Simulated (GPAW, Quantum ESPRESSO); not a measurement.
Consider Ti6O (P-31m).

```
Ti O
1.0
     5.13000    0.00000    0.00000
    -2.56500    4.44271    0.00000
     0.00000    0.00000    4.74000
Ti O
6 1
Cartesian
  0.8541 1.4794 3.5550
  3.4217 0.0000 3.5550
  -1.7109 2.9633 3.5550
  1.7109 2.9633 1.1850
  -0.8541 1.4794 1.1850
  1.7083 0.0000 1.1850
  0.0000 0.0000 0.0000
```

Absorber: atom 7, with 6 Ti at 2.08 Å (octahedral, site symmetry -3m). Method: Quantum ESPRESSO XSpectra, LDA, excited-electron core hole (neutral cell), 14-atom cell with 5.1 Å between holes, 7×7×3 k points, dipole transitions, Lorentzian half width 0.3 eV up to 4 eV, rising linearly to 2.5 eV at 25 eV.

What does the O K edge look like?

Main maxima up to 24 eV above the zero (height): 1.9 eV (2.79), 3.1 eV (2.13) and 10.4 eV (1.01). A K edge sees empty p states; the first features are O p mixed into the empty d states of the Ti neighbours, and the broad ones above probably into the cations' higher empty bands. The total-energy difference is 535.92 eV. One term is added: -8.83 eV, since the hole is spin-paired here and a spin-polarised one costs that much less in the free atom (computed apart). The photon energy is then 527.09 eV. The functional leaves an error in such absolute values: in the free atom LDA prices this hole 4.1 eV below PBE (computed apart), and PBE is itself good to a few eV.

The O K spectrum (energy from the energy zero of the input (xe0, at the border of filled and empty states); intensity scaled to a mean of 1 over the first 20 eV; the points at xe0, where the cut of filled states can leave a spike, are interpolated; polarised curves are means over the symmetry-equivalent atoms):

```csv
E (eV),isotropic,ε ⊥ c,ε ∥ c
-2.00,0.06,0.07,0.06
-1.25,0.10,0.10,0.09
-0.50,0.19,0.20,0.18
0.25,0.64,0.69,0.55
1.00,1.81,1.92,1.61
1.75,2.78,2.96,2.41
2.50,2.10,1.85,2.59
3.25,2.08,1.93,2.36
4.00,1.29,1.35,1.16
4.75,1.02,1.04,0.98
5.50,0.79,0.81,0.75
6.25,0.69,0.73,0.62
7.00,0.55,0.59,0.48
7.75,0.51,0.52,0.48
8.50,0.63,0.62,0.65
9.25,0.83,0.79,0.90
10.00,0.98,0.90,1.15
10.75,0.98,0.88,1.19
11.50,0.84,0.80,0.93
12.25,0.78,0.80,0.72
13.00,0.77,0.83,0.64
13.75,0.77,0.85,0.61
14.50,0.78,0.87,0.61
15.25,0.79,0.86,0.65
16.00,0.78,0.82,0.71
16.75,0.77,0.77,0.76
17.50,0.76,0.75,0.77
18.25,0.74,0.72,0.77
19.00,0.72,0.69,0.78
19.75,0.70,0.65,0.80
20.50,0.71,0.65,0.83
21.25,0.72,0.66,0.85
22.00,0.74,0.70,0.83
22.75,0.75,0.73,0.79
23.50,0.76,0.76,0.75
24.25,0.75,0.77,0.71
25.00,0.73,0.76,0.68
25.75,0.71,0.75,0.65
26.50,0.69,0.73,0.62
27.25,0.67,0.71,0.61
28.00,0.66,0.69,0.60
28.75,0.66,0.68,0.61
29.50,0.65,0.67,0.62
30.25,0.65,0.66,0.64
31.00,0.66,0.66,0.65
31.75,0.66,0.65,0.67
```

The unit cell's mesh shows no gap over 0.35 eV. That is right for a metallic compound; for a small-gap or correlated insulator it would be the fault of the functional or of the assumed magnetic order, and the hole would be screened too well. The holes are only 5.1 Å apart, so the shape is probably not converged with cell size; no larger cell was run here. The structure is a published determination, not relaxed.

[Banner, clock and machine lines of the logs are left out without a mark of their own.]

[Logs are printed without paths, hosts, clocks, repeated set-up lines and the standing remarks that a program may print on its own settings, such as how far it seeks lower states.]

[Hosts, paths, dates, database ids (printed as entryN), source tags and the programs' standing remarks are cut or masked in the printed files.]

[Lists of maxima count a maximum above −3 eV only where it reaches 4 % of the highest in the window and stands out from its surroundings by 2 % of it (1.5 % where it reaches 55 %); shoulders and weaker maxima are passed over, and of the rest the first, up to two pre-edge ones and the few strongest are named.]
